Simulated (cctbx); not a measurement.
# What is wrong with this refinement?

Cell a = 6.8590 Å, b = 4.3540 Å, c = 7.5830 Å, α = 90.00°, β = 90.00°, γ = 90.00°; space group Pnma (no. 62). The compound is NdFePd.

Simulated single-crystal data (cctbx): Mo Kα, λ = 0.71073 Å, to d = 0.75 Å, 50 % of the full sphere, strongest reflection 70000 counts, noise from counting, a 3 % proportional error and a noise floor of 15 counts (s.d.); no absorption, and some extinction, which the refinements don't model.

An anisotropic refinement with weights 1/σ² prints:

```text
Rint 0.024, 302 unique reflections to 0.75 A
cycle     R1     wR2    GooF  max shift (A)
   1  0.3756  0.6796  27.302   0.01445
   3  0.1436  0.3679  14.779   0.00018
final R1 0.1436 wR2 0.3679 GooF 14.779  parameters 18  data/parameter 16.8
atom        x        y        z      Ueq    occ   su(xyz)  su(Uiso or U11)
Nd1    0.96718  0.75000  0.67774   0.0007  1.000  0.00047  0.0019  NPD
Fe1    0.77572  0.25000  0.88521  -0.0245  1.000  0.00070  0.0020  NPD
Pd1    0.85726  0.75000  0.05375   0.0307  1.000  0.00132  0.0051
difference map: max 23.85 min -10.91 rms 3.20
Q1    0.2214  0.7500  0.1151    4   24.42  0.02 A from Fe1
Q2    0.0326  0.2500  0.3193    4   16.57  0.02 A from Nd1
Q3    0.2118  0.7500  0.4028    4   12.34  1.05 A from Pd1
Q4    0.1121  0.2500  0.9265    4    8.18  0.26 A from Pd1
Q5    0.2354  0.2500  0.3669    4    4.85  1.43 A from Nd1
Q6    0.0588  0.7500  0.8700    4    4.53  1.59 A from Nd1
```

**Question.** Can this result stand? If not, what is the likely fault?

Mend it. The fault: elements exchanged: Pd1 is Fe and Fe1 is Pd. Against the right model at the same level, R1 goes from 0.0128 to 0.1436 and GooF from 1.03 to 14.78, U of Fe1 shrinks from 0.0067 to -0.0245 Å², U of Nd1 shrinks from 0.0066 to 0.0007 Å², U of Pd1 swells from 0.0048 to 0.0307 Å², the top difference peak, 24.4 e/Å³, lies on Fe1 and Nd1 and Fe1 go non-positive-definite. Pd1 has 20 electrons too many and its U swells to shed them, as expected; Fe1 has 20 electrons too few and its U shrinks to make up, as expected.

The compound is NdFePd. The right model at the same level gives:

```text
Rint 0.024, 302 unique reflections to 0.75 A
cycle     R1     wR2    GooF  max shift (A)
   1  0.0148  0.0332   1.332   0.00112
   2  0.0128  0.0256   1.029   0.00000
final R1 0.0128 wR2 0.0256 GooF 1.029  parameters 18  data/parameter 16.8
atom        x        y        z      Ueq    occ   su(xyz)  su(Uiso or U11)
Nd1    0.96696  0.75000  0.67790   0.0066  1.000  0.00003  0.0001
Pd1    0.77565  0.25000  0.88557   0.0067  1.000  0.00004  0.0001
Fe1    0.85996  0.75000  0.05490   0.0048  1.000  0.00008  0.0003
difference map: max 0.77 min -1.22 rms 0.28
Q1    0.0570  0.7500  0.3135    4    0.78  1.90 A from Pd1
Q2    0.2246  0.0568  0.2139    8    0.77  1.53 A from Pd1
Q3    0.2213  0.2500  0.1095    4    0.73  1.37 A from Fe1
Q4    0.1250  0.5417  0.2500    8    0.70  1.52 A from Nd1
Q5    0.0825  0.2500  0.1553    4    0.66  1.31 A from Nd1
Q6    0.1461  0.5615  0.8147    8    0.64  1.68 A from Fe1
```

The model was made for the exercise: a known structure type with other elements put in, its volume estimated, not relaxed; displacement parameters are assumed.

[Middle refinement cycles are left out of these outputs.]

[Logs are printed without paths, hosts, clocks, repeated set-up lines and the standing remarks that a program may print on its own settings, such as how far it seeks lower states.]
